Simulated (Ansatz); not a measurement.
## KTaSe3 (model cell, started as cubic perovskite with Ta in the octahedra): a soft mode frozen in

Which phase does KTaSe3 (model cell, started as cubic perovskite with Ta in the octahedra) fall into along its unstable mode, and how much energy does it gain?

Program: Ansatz 0.2.0. Level of theory: DFT LDA, scalar-relativistic, plane waves, PAW. Results are calculated unless marked as measured.

The structure was built from a prototype and need not be the compound's stable phase.

**1. The structure**

The structure is cubic, space group Pm-3m (No. 221). Conventional cell: a = 4.998 Å, b = 4.998 Å, c = 4.998 Å, α = 90.00°, β = 90.00°, γ = 90.00°. K has 12 Se at 3.53 Å nearest. Ta has 6 Se at 2.50 Å nearest. Nearest to Se lie 2 Ta at 2.50 Å and 4 K at 3.53 Å. Farther neighbours and most contacts between anions are not listed.

**2. The dispersion**

The cell comes from relaxations at this level that are not shown. Stability and thermal properties need the whole zone. Linear response on a 2×2×2 q mesh gives force constants as far as a supercell of that size would.

Contents of input.yaml:

```yaml
crystal:
  lattice:
    - [4.9979636076, 0.0, 0.0]
    - [0.0, 4.9979636076, 0.0]
    - [0.0, 0.0, 4.9979636076]
  atoms:
    - { symbol: K, position: [0.0, 0.0, 0.0] }
    - { symbol: Ta, position: [0.5, 0.5, 0.5] }
    - { symbol: Se, position: [0.5, 0.5, 0.0] }
    - { symbol: Se, position: [0.5, 0.0, 0.5] }
    - { symbol: Se, position: [0.0, 0.5, 0.5] }
kpoints:
  mp_grid: { grid: [6, 6, 6] }
hamiltonian:
  xc: lda
scf:
  occupations: { method: methfessel_paxton, width: 0.15 }
output:
  eigenvalues: true
phonons:
  method: dfpt
  qmesh: [2, 2, 2]
  temperatures: { t_max: 1000, t_step: 50 }
  qpath:
    path:
      - [[0.0, 0.0, 0.0], [0.0, 0.5, 0.0], [0.5, 0.5, 0.0], [0.0, 0.0, 0.0], [0.5, 0.5, 0.5], [0.0, 0.5, 0.0]]
      - [[0.5, 0.5, 0.5], [0.5, 0.5, 0.0]]
    npoints: 10
```

On the command line:

```sh
$ ansatz run input.yaml --threads 8 --pin off --max-ram 14336MiB --backend cpu --events-out ev --progress --plain --runs-dir out
```

Numbers of over 12 decimals in the logs are rounded to 6 here.

The log of the run:

```text
Engine: ansatz 0.2.0, x86_64-unknown-linux-gnu
Pseudopotentials: kind: paw
Pseudopotential: K, paw, valence charge 9, recommended cutoff 420 eV (normal), K.paw.azcp
Pseudopotential: Ta, paw, valence charge 13, recommended cutoff 420 eV (normal), Ta.paw.azcp
Pseudopotential: Se, paw, valence charge 16, recommended cutoff 420 eV (normal), Se.paw.azcp
Functional definition: SPW92
  exchange = slater_x
  correlation = pw_c
Crystal: 5 atoms, lattice volume = 124.847 Å³
Basis set: ecut = 420 eV, 2469 PW (Γ), exchange–correlation on 72×72×72 points (8 copies of the dense FFT grid, shifted against one another)
Bands: 42, of which v1, the nominal top of the filled ones, is band 35 counted from 1 (34 counted from 0)
Symmetry: 48 space group operations
k-points: 20 of 216
Non-local potential: K, projectors of the file, l = 0: 3, l = 1: 2, l = 2: 2
Non-local potential: Ta, projectors of the file, l = 0: 3, l = 1: 2, l = 2: 2, l = 3: 1
Non-local potential: Se, projectors of the file, l = 0: 2, l = 1: 2, l = 2: 3, l = 3: 1
PAW form: soft (Blöchl's): semilocal exchange-correlation on the pseudo side does not see the compensation charge
PAW frozen core: K, regenerated for the run's functional, and the local potential with it (the file was generated under x = pbe(κ = 0.804, μ = 0.219515), c = pbe(β = 0.066725))
PAW frozen core: Ta, regenerated for the run's functional, and the local potential with it (the file was generated under x = pbe(κ = 0.804, μ = 0.219515), c = pbe(β = 0.066725))
PAW frozen core: Se, regenerated for the run's functional, and the local potential with it (the file was generated under x = pbe(κ = 0.804, μ = 0.219515), c = pbe(β = 0.066725))
PAW one-centre angular grid: K, 110 points (default); XC on 64 Gauss nodes
PAW one-centre angular grid: Ta, 590 points (default); XC on 64 Gauss nodes
PAW one-centre angular grid: Se, 590 points (default); XC on 64 Gauss nodes
Initial density: superposition of atomic densities (neutral atoms: chi_scale 0, normalization atom), corrected by the library's trained network
Initial wavefunctions: pseudopotential atomic-orbital guess
Functional: x = slater, c = lda
SCF iter   1: F=—  HF=-27332.562215 eV  |F-HF|=—  |Δ(HF+E_count)|=         —  Δρ=5.05e-3  dr2=2.08e-2  ethr=1.77e-3  ⟨swp⟩=6.8  Hψ=3140  notcnv=0
preconditioner: auto → Resta (q_TF=auto, 2.477 Å⁻¹)  ε∞=4.2  [insulator: Δε(μ)=0.262 eV  Ē_g=10.137 eV  σ=0.150 eV  W_gap=0.79  n_scr=26 (ndim 8)  ℏωp=18.2 eV  f_vac=0.050  D(μ)=0.60/eV (n_scr^D=0)  ε∞_Penn≈4.2]
SCF iter   2: F=—  HF=-27332.559731 eV  |F-HF|=—  |Δ(HF+E_count)|=   2.48e-3  S|Δr|=    0.00e0  Δρ=2.76e-3  dr2=4.77e-3  ethr=2.98e-5  ⟨swp⟩=2.7  Hψ=1551  notcnv=0
SCF iter   3: F=—  HF=-27332.559103 eV  |F-HF|=—  |Δ(HF+E_count)|=   6.28e-4  S|Δr|=    0.00e0  Δρ=1.07e-3  dr2=1.31e-3  ethr=6.81e-6  ⟨swp⟩=2.5  Hψ=1453  notcnv=0
SCF iter   4: F=—  HF=-27332.558945 eV  |F-HF|=—  |Δ(HF+E_count)|=   1.58e-4  S|Δr|=    0.00e0  Δρ=1.75e-4  dr2=7.94e-5  ethr=1.87e-6  ⟨swp⟩=2.0  Hψ=883  notcnv=0
SCF iter   5: F=—  HF=-27332.558944 eV  |F-HF|=—  |Δ(HF+E_count)|=   7.10e-7  S|Δr|=    0.00e0  Δρ=4.66e-5  dr2=4.52e-6  ethr=1.13e-7  ⟨swp⟩=2.0  Hψ=1005  notcnv=0
SCF iter   6: F=—  HF=-27332.558944 eV  |F-HF|=—  |Δ(HF+E_count)|=   3.84e-9  S|Δr|=    0.00e0  Δρ=1.64e-5  dr2=4.40e-7  ethr=6.45e-9  ⟨swp⟩=2.0  Hψ=1481  notcnv=0
SCF iter   7: F=—  HF=-27332.558944 eV  |F-HF|=—  |Δ(HF+E_count)|=   1.60e-7  S|Δr|=    0.00e0  Δρ=5.47e-6  dr2=4.53e-8  ethr=6.28e-10  ⟨swp⟩=2.0  Hψ=1480  notcnv=0
SCF iter   8: F=—  HF=-27332.558944 eV  |F-HF|=—  |Δ(HF+E_count)|=   2.53e-8  S|Δr|=    0.00e0  Δρ=1.50e-6  dr2=2.22e-9  ethr=6.47e-11  ⟨swp⟩=2.0  Hψ=1480  notcnv=0
SCF iter   9: F=—  HF=-27332.558944 eV  |F-HF|=—  |Δ(HF+E_count)|=  1.46e-11  S|Δr|=    0.00e0  Δρ=1.80e-7  dr2=4.18e-11  ethr=3.18e-12  ⟨swp⟩=2.0  Hψ=1056  notcnv=0
SCF iter  10: F=-27332.558944 eV  HF=-27332.558944 eV  |F-HF|=7.28e-12  |Δ(HF+E_count)|=  3.64e-12  S|Δr|=    0.00e0  Δρ=3.77e-8  dr2=2.28e-12  ethr=1.00e-12  ⟨swp⟩=8.7  Hψ=4204  notcnv=0
SCF 1 converged in 10 iterations: F = -27332.558944 eV  dr2 = 2.28e-12
  greatest PAW one-centre occupation: 1.000 electrons in one spin orbital (limit 2), on the Ta atom at site 1 (counted from 0), in its partial waves of l = 0
Initial density: read from a saved state, or passed on in memory by an earlier SCF of this step, an earlier step, the calling program or the single point that the run made first
iter 1 solved again at ethr=1.97e-7 eV; its pass at ethr=3.10e-3 eV (dr2=1.38e-4 eV) is discarded
SCF iter   1: F=—  HF=-27332.558944 eV  |F-HF|=—  |Δ(HF+E_count)|=         —  Δρ=5.26e-7  dr2=1.59e-10  ethr=1.97e-7  ⟨swp⟩=3.0  Hψ=5127  notcnv=0
eigensolver tolerance schedule: the retry pair's looser diagonalisation over-reported the residual by 865483.62 of it (diagonalisation noise at an unbounded share of the residual, at the tolerance the schedule requests for it); recorded, not acted on — ethr = c·dr2/N_el stays at c = 1.0e-1
preconditioner: auto → Resta (q_TF=auto, 2.477 Å⁻¹)  ε∞=4.2  [insulator: Δε(μ)=0.261 eV  Ē_g=10.169 eV  σ=0.150 eV  W_gap=0.79  n_scr=26 (ndim 8)  ℏωp=18.2 eV  f_vac=0.043  D(μ)=0.38/eV (n_scr^D=0)  ε∞_Penn≈4.2]
SCF iter   2: F=—  HF=-27332.558944 eV  |F-HF|=—  |Δ(HF+E_count)|=   6.24e-7  S|Δr|=    0.00e0  Δρ=2.61e-7  dr2=7.79e-11  ethr=1.00e-12  ⟨swp⟩=3.7  Hψ=2306  notcnv=0
SCF iter   3: F=—  HF=-27332.558944 eV  |F-HF|=—  |Δ(HF+E_count)|=  3.64e-11  S|Δr|=    0.00e0  Δρ=1.68e-7  dr2=1.80e-11  ethr=1.00e-12  ⟨swp⟩=1.0  Hψ=840  notcnv=0
SCF iter   4: F=-27332.558944 eV  HF=-27332.558944 eV  |F-HF|=0.00e0  |Δ(HF+E_count)|=  1.46e-11  S|Δr|=    0.00e0  Δρ=1.15e-7  dr2=7.69e-12  ethr=1.00e-12  ⟨swp⟩=4.3  Hψ=2164  notcnv=0
SCF 2 converged in 4 iterations: F = -27332.558944 eV  dr2 = 7.69e-12
phonons: the bands overlap, so this run is a metal and interpolates without the dipole-dipole term. If the crystal is really an insulator or semiconductor, its LO-TO splitting is missing
NSCF: frozen V_eff on 20 k-points
NSCF: frozen V_eff on 64 k-points
DFPT response loops at q = (0, 0, 0) (fractional): preconditioner auto → Kerker (q_TF=auto, 2.477 Å⁻¹) (partly filled bands, converged f_vac=0.043); β = 1.00, the filter's whole step (`scf.mixing.beta` (0.50) is not read by the response loops under this deck's `scf.mixing.preconditioner`; to damp them name `kerker` or `kerker_dos`, under which they read `scf.mixing.beta`, and type it under 1.00, their step now; both keys bind the ground state too); Broyden in place of MSR1
NSCF: frozen V_eff on 128 k-points
DFPT response loops at q = (0, 0, -0.5) (fractional): mixed as the last ones told, above
NSCF: frozen V_eff on 128 k-points
DFPT response loops at q = (0, -0.5, -0.5) (fractional): mixed as the last ones told, above
NSCF: frozen V_eff on 128 k-points
DFPT response loops at q = (-0.5, -0.5, -0.5) (fractional): mixed as the last ones told, above
SCF converged after 10 iterations
Stability not checked: this state was not tested for a lower state beside it, because cold or Methfessel-Paxton smearing, or corrected tetrahedra, fill the levels in a way that the test cannot read (fill_not_monotonic; see scf.lower_state_search)
Free energy (F): -27332.558944 eV
Harris-Foulkes:  -27332.558944 eV  (|F-HF|=7.28e-12)
Internal energy: -27332.566351 eV  (E = F + TS)
E sigma→0 (E₀):  -27332.560796 eV
Entropy (-TS):   0.007407 eV (1.481 meV/atom)
Fermi energy:    8.672693 eV
Step filling:    the computed levels leave a gap of 0.2614 eV = 1.7 smearing widths at the electron count; against every level under it full and every level over it empty, smearing changes F+E_penalty+E_count by +2.297 meV and its σ→0 estimate by +0.446 meV
--- Per-component energies (eV) ---
  E_band       = -1449.912990
  E_kinetic    = 981.061621
  E_local      = -9345.309341  (includes V_loc(G=0)·N_el)
  E_nonlocal   = -1734.219997
  E_hartree    = 4409.565603
  E_xc         = -662.431293
  E_vxc        = -665.447392  (∫ρ·V_xc dr)
  E_paw        = -14370.799592  (= ΣΔE_a)
  E_vpaw       = 494.872686  (= ΣTr[D̂ρ^β])
  E_aug_tail   = -0.001753  (compensation charges beyond the density's cutoff)
  E_ewald      = -6617.600089
  E_core_change = 7.168490  (= ΣΔE_core)
  E_smearing   = 0.007407  (= −TS)
  E_closure    = 0.000000  (closes the sum)
  Σ components = -27332.558944   (vs F -27332.558944, Δ=0.00e0)
--- Band table (eV; the first three rows and the last of 20) ---
  k-point 0: bands = [... 31 lower, 7.2668, 7.6512, 7.6512, 7.6512, 8.0658, 8.0658, 8.0658, 10.0396, ... 3 higher]
  k-point 1: bands = [... 31 lower, 7.0806, 7.0862, 7.6671, 7.7633, 7.7633, 8.8881, 8.8881, 10.0618, ... 3 higher]
  k-point 2: bands = [... 31 lower, 6.1165, 6.7761, 7.6995, 7.7402, 7.7402, 10.0069, 10.0069, 10.0909, ... 3 higher]
  k-point 19: bands = [... 31 lower, 3.9312, 8.7874, 8.7874, 8.7874, 10.7385, 10.7385, 10.7385, 11.8414, ... 3 higher]
--- Phonons (Γ-DFPT): 4 representative perturbations + reference (Σ response iterations 12) ---
  ASR residual: 2.409e-5 → 0.000e0 eV/Å²; symmetrization residual: 1.069e-5 eV/Å²
  ASR residual per site (eV/Å²): 1.53e-5 2.41e-5 8.40e-6 8.40e-6 8.40e-6
  Γ frequencies (cm⁻¹): 0.00 0.00 0.00 51.99 51.99 51.99 70.82 70.82 70.82 81.24 81.24 81.24 232.28 232.28 232.28
--- Phonons (arbitrary-q DFPT): 4 irreducible q on the 2×2×2 mesh ---
  q = [0.0000, 0.0000, 0.0000] (star 1, of the zone-centre solve; hermiticity 1.68e-6, symmetrization 8.17e-12): 0.00 0.00 0.00 51.99 51.99 51.99 70.82 70.82 70.82 81.24 81.24 81.24 232.28 232.28 232.28
  q = [0.0000, 0.0000, -0.5000] (star 3, 9 solved perturbations in 504 linear systems a pass and spin channel, the states on 64 of 216 k-point pairs; hermiticity 8.60e-7, symmetrization 1.17e-12): 14.41 14.41 66.58 66.58 66.67 66.67 82.07 83.65 93.70 95.19 95.19 152.82 230.56 230.56 270.09
  q = [0.0000, -0.5000, -0.5000] (star 3, 9 solved perturbations in 504 linear systems a pass and spin channel, the states on 64 of 216 k-point pairs; hermiticity 1.10e-6, symmetrization 9.88e-13): -49.12 -20.12 66.15 66.15 71.07 91.97 91.97 94.31 94.31 129.34 154.73 154.73 158.36 229.17 287.69
  q = [-0.5000, -0.5000, -0.5000] (star 1, 4 solved perturbations in 184 linear systems a pass and spin channel, the states on 64 of 216 k-point pairs; hermiticity 8.33e-8, symmetrization 3.05e-12): -50.89 -50.89 -50.89 70.91 70.91 70.91 96.06 96.06 130.28 130.28 130.28 155.98 155.98 155.98 303.59
  sum rule: each row above includes the acoustic sum rule's correction from the zone centre's row sums; it moved no ω² by more than (0.33 cm⁻¹)²
  mesh force constants: q→R imaginary residual 2.11e-18; ASR residual 2.409e-5 → 0.000e0 eV/Å²; symmetrization residual 1.599e-14 eV/Å²
  interpolated dispersion: 62 rows × 15 modes
  density of states and harmonic sums: on the 14×14×14 q-mesh, interpolated from the force constants of a 2×2×2 supercell (no non-analytic term)
  largest difference from the sums on the solved wave vectors: F 2.52e-1 eV, S 3.43e-4 and C_V 9.11e-5 eV/K
  zero-point energy: 0.101950 eV/cell   skipped modes (ω ≤ 0): 74, of them read as no rigid motion or as one in doubt: 71 (4.450e-1 modes/cell left out, lowest -50.89 cm⁻¹)   left out of the sums: 2.97e-2 of the cell's modes: C_V's classical limit lies that fraction below 3 k_B per atom; for a crystal, a wire or a layer, F and S can be off by more, and a phonons.interpolated_qmesh denser along its periods is the remedy for the sampling
```

It took 4.4 min on 8 threads of Intel Xeon Platinum 8375C at 2.90GHz (Ice Lake), shared host; peak memory 1.4 GiB; 20 min of CPU time.

This step gave:

```
volume per atom                                         : 24.97 Å³
gap on the k-mesh                                       : 0 eV
sum-rule residual before enforcement                    : 2.41e-5 eV/Å²
lowest frequency on the path                            : -50.89 cm⁻¹
point group                                             : m-3m
highest frequency on the path or at a solved wavevector : 303.6 cm⁻¹
highest optical mode at the zone centre (no LO-TO term) : 232.3 cm⁻¹
lowest optical zone-centre mode                         : 51.99 cm⁻¹
lowest mode on the q mesh (acoustic modes at Γ apart)   : -50.89 cm⁻¹
```

Frequencies (cm⁻¹) solved at each irreducible wavevector; negative means imaginary. Frequencies by wavevector, by row:

| q in reciprocal lattice units | star | mode 1 | mode 2 | mode 3 | mode 4 | mode 13 | mode 14 | mode 15 |
| --- | --- | --- | --- | --- | --- | --- | --- | --- |
| 0 0 0 | 1 | 0 | 0 | 0 | 52 | 232.3 | 232.3 | 232.3 |
| 0 0 -0.5 | 3 | 14.4 | 14.4 | 66.6 | 66.6 | 230.6 | 230.6 | 270.1 |
| 0 -0.5 -0.5 | 3 | -49.1 | -20.1 | 66.2 | 66.2 | 158.4 | 229.2 | 287.7 |
| -0.5 -0.5 -0.5 | 1 | -50.9 | -50.9 | -50.9 | 70.9 | 156 | 156 | 303.6 |

Interpolated from a 2×2×2 q mesh. The phonon branches at the labelled points (cm⁻¹):

| point | branch 1 | branch 2 | branch 3 | branch 4 | branch 12 | branch 13 | branch 14 | branch 15 |
| --- | --- | --- | --- | --- | --- | --- | --- | --- |
| Γ | 0 | 0 | 0 | 52 | 81 | 232 | 232 | 232 |
| halfway | 18 | 18 | 56 | 56 | 115 | 232 | 232 | 250 |
| X | 14 | 14 | 67 | 67 | 153 | 231 | 231 | 270 |
| halfway | -6 | 28 | 60 | 68 | 154 | 198 | 230 | 281 |
| M | -49 | -20 | 66 | 66 | 155 | 158 | 229 | 288 |
| halfway | 16 | 32 | 62 | 62 | 119 | 213 | 231 | 268 |
| Γ | 0 | 0 | 0 | 52 | 81 | 232 | 232 | 232 |
| halfway | 32 | 32 | 46 | 70 | 120 | 204 | 204 | 284 |
| R | -51 | -51 | -51 | 71 | 156 | 156 | 156 | 304 |
| halfway | 25 | 32 | 38 | 66 | 155 | 179 | 195 | 294 |
| X | 14 | 14 | 67 | 67 | 153 | 231 | 231 | 270 |
| jump to R | -51 | -51 | -51 | 71 | 156 | 156 | 156 | 304 |
| halfway | -50 | 29 | 29 | 70 | 155 | 155 | 177 | 300 |
| M | -49 | -20 | 66 | 66 | 155 | 158 | 229 | 288 |

Symmetry leaves 4 wavevectors to solve. The lowest mode among them, the acoustic zeros apart, lies at q = (-0.5, -0.5, -0.5) and is imaginary, 50.9i cm⁻¹, so the energy falls along it.

**3. The mode frozen in, largest atomic shift 0 Å**

The mode followed lies at q = (0, -0.5, -0.5) with frequency 20.1i cm⁻¹, one of the unstable modes though not the softest. At small amplitude the distorted cell has space group no. 129 by a symmetry search on the positions. The undistorted cell that holds it gives the zero of energy on the same k mesh.

System of this step: KTaSe3 (model cell, started as cubic perovskite with Ta in the octahedra). Symmetry: Pm-3m, No. 221, cubic system. The conventional cell has a = 4.998 Å, b = 4.998 Å, c = 4.998 Å, α = 90.00°, β = 90.00°, γ = 90.00°. K has 12 Se at 3.53 Å nearest. Nearest to Ta lie 6 Se at 2.50 Å. Se has 2 Ta at 2.50 Å and 4 K at 3.53 Å nearest. Nearest to Se lie 2 Ta at 2.50 Å and 4 K at 3.53 Å. Farther neighbours and most contacts between anions are not listed.

Contents of input.yaml:

```yaml
crystal:
  lattice:
    - [-4.9979636076, 0.0, 0.0]
    - [0.0, -4.9979636076, -4.9979636076]
    - [0.0, -4.9979636076, 4.9979636076]
  atoms:
    - { symbol: K, position: [0.0, 1.0, 0.0] }
    - { symbol: K, position: [0.0, 0.5, 0.5] }
    - { symbol: Ta, position: [0.5, 0.0, 0.5] }
    - { symbol: Ta, position: [0.5, 0.5, 0.0] }
    - { symbol: Se, position: [0.5, 0.75, 0.75] }
    - { symbol: Se, position: [0.5, 0.25, 0.25] }
    - { symbol: Se, position: [0.5, 0.25, 0.75] }
    - { symbol: Se, position: [0.5, 0.75, 0.25] }
    - { symbol: Se, position: [0.0, 0.0, 0.5] }
    - { symbol: Se, position: [0.0, 0.5, 0.0] }
kpoints:
  mp_grid: { grid: [6, 4, 4] }
hamiltonian:
  xc: lda
scf:
  occupations: { method: methfessel_paxton, width: 0.15 }
output:
  forces: true
  stress: true
  eigenvalues: true
```

The log of the run:

```text
[...]
Crystal: 10 atoms, lattice volume = 249.695 Å³
Basis set: ecut = 420 eV, 4933 PW (Γ)
Bands: 84, of which v1, the nominal top of the filled ones, is band 70 counted from 1 (69 counted from 0)
Symmetry: 32 space group operations
[...]
k-points: 24 of 96
[...]
k-point 0: bands = [... 66 lower, 7.6671, 7.6686, 7.6686, 8.0634, 8.0668, 8.0668, 8.7230, 10.0579, ... 10 higher]
  k-point 1: bands = [... 66 lower, 7.2557, 7.2653, 7.5530, 8.3577, 8.5150, 8.6610, 8.6878, 10.1826, ... 10 higher]
  k-point 2: bands = [... 66 lower, 6.8043, 6.8043, 7.7368, 7.7368, 9.4655, 9.4655, 9.4918, 9.4918, ... 10 higher]
  k-point 23: bands = [... 66 lower, 6.4264, 6.4264, 8.7133, 8.7133, 10.4909, 10.4909, 10.4949, 10.4949, ... 10 higher]
[key lines of the parts left out:]
SCF converged after 6 iterations
Free energy (F): -54665.073064 eV
Fermi energy:    8.548862 eV
P = ⅓ Tr σ = 0.0311 GPa (0.311 kbar)
```

The job ended after 4.5 s (8 threads; peak memory 1.3 GiB).

Numbers from this step:

- pressure: 0.03107 GPa
- energy from the undistorted cell: 0 meV/atom

The run ends at a pressure of 0.03 GPa.

**4. The mode frozen in, largest atomic shift 0.08 Å**

The atoms are moved along the unstable eigenvector, the largest shift by 0.08 Å, with the cell fixed.

input.yaml, the sections that differ from step 3:

```yaml
crystal:
  lattice:
    - [-4.9979636076, 0.0, 0.0]
    - [0.0, -4.9979636076, -4.9979636076]
    - [0.0, -4.9979636076, 4.9979636076]
  atoms:
    - { symbol: K, position: [0.0, 1.0, 0.0] }
    - { symbol: K, position: [0.0, 0.5, 0.5] }
    - { symbol: Ta, position: [0.5160065191, 0.0, 0.5] }
    - { symbol: Ta, position: [0.4839934809, 0.5, 0.0] }
    - { symbol: Se, position: [0.5, 0.75, 0.75] }
    - { symbol: Se, position: [0.5, 0.25, 0.25] }
    - { symbol: Se, position: [0.5, 0.25, 0.75] }
    - { symbol: Se, position: [0.5, 0.75, 0.25] }
    - { symbol: Se, position: [0.0078184874, 0.0, 0.5] }
    - { symbol: Se, position: [-0.0078184874, 0.5, 0.0] }
# kpoints, hamiltonian, scf, output: as in step 3
```

The log of the run:

```text
[...]
Crystal: 10 atoms, lattice volume = 249.695 Å³
Basis set: ecut = 420 eV, 4933 PW (Γ)
Bands: 84, of which v1, the nominal top of the filled ones, is band 70 counted from 1 (69 counted from 0)
Symmetry: 16 space group operations
[...]
k-points: 24 of 96
[...]
k-point 0: bands = [... 66 lower, 7.6708, 7.6909, 7.6909, 8.0410, 8.0410, 8.0565, 8.7271, 10.0413, ... 10 higher]
  k-point 1: bands = [... 66 lower, 7.2283, 7.2450, 7.5491, 8.3580, 8.5368, 8.6659, 8.6888, 10.1980, ... 10 higher]
  k-point 2: bands = [... 66 lower, 6.7840, 6.7840, 7.7408, 7.7408, 9.4745, 9.4745, 9.5118, 9.5118, ... 10 higher]
  k-point 23: bands = [... 66 lower, 6.4343, 6.4343, 8.7124, 8.7124, 10.4828, 10.4828, 10.4887, 10.4888, ... 10 higher]
[key lines of the parts left out:]
SCF converged after 6 iterations
Free energy (F): -54665.073710 eV
Fermi energy:    8.554882 eV
P = ⅓ Tr σ = 0.0348 GPa (0.348 kbar)
```

Wall time 6.1 s (8 threads); peak memory 1.3 GiB; 39 s of CPU time.

Numbers from this step:

```
pressure                         : 0.03480 GPa
energy from the undistorted cell : -0.069 meV/atom
```

The energy, extrapolated to zero smearing, is -0.07 meV/atom against the undistorted cell.

The run ends at a pressure of 0.03 GPa, with forces up to 0.031 eV/Å.

(Part 1 of 2 ends here.)

[Logs are printed without paths, hosts, clocks, repeated set-up lines and the standing remarks that a program may print on its own settings, such as how far it seeks lower states.]

[Hosts, paths, dates, database ids (printed as entryN), source tags and the programs' standing remarks are cut or masked in the printed files.]
